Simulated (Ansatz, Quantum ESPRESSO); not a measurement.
# Cu(111), 5 layers against a metal electrode: the electrode's level over the Fermi level at a withheld member of a series

Method. Quantum ESPRESSO 7.5, PBE, GBRV ultrasoft. The slab is relaxed neutral, then held. ESM with bc3: vacuum below and a metal electrode about 6 Å above the top atoms. Cold smearing of 0.02 Ry. Charges are set per cell from the starting area. The slabs take the lattice constants of the bulk relaxed by the same program. The series steps the charge of the slab (positive: electrons removed).

| charge of the slab | electrode's level over the Fermi level (eV) |
| --- | --- |
| 1 ×10¹³ e/cm² | 5.576 |
| 2 ×10¹³ e/cm² | 6.386 |
| 4.5 ×10¹³ e/cm² | 8.434 |
| 6 ×10¹³ e/cm² | 9.677 |
| 7 ×10¹³ e/cm² | 10.511 |
| 8 ×10¹³ e/cm² | 11.348 |

To predict: What is the electrode's level over the Fermi level at 3 ×10¹³ e/cm²?

By hand: The rows at 2 ×10¹³ e/cm² and 4.5 ×10¹³ e/cm² give a slope of (8.434 − (6.386))/(4.5 − (2)) = 0.8192, so a straight line gives 7.205 eV. A parabola through these and the row at 1 ×10¹³ e/cm² gives 7.201 eV.

**Check.** 7.201 eV. The line misses by +0.004 and the parabola by 0.000 eV. Both misses are under 5 % of the step from the nearer row.

Caveats: Vacuum fills the gap; ions don't answer the charge; added electrons can spill towards the electrode at the most negative charges. Members without a usable value, or on the other side of zero field or charge, are not listed.
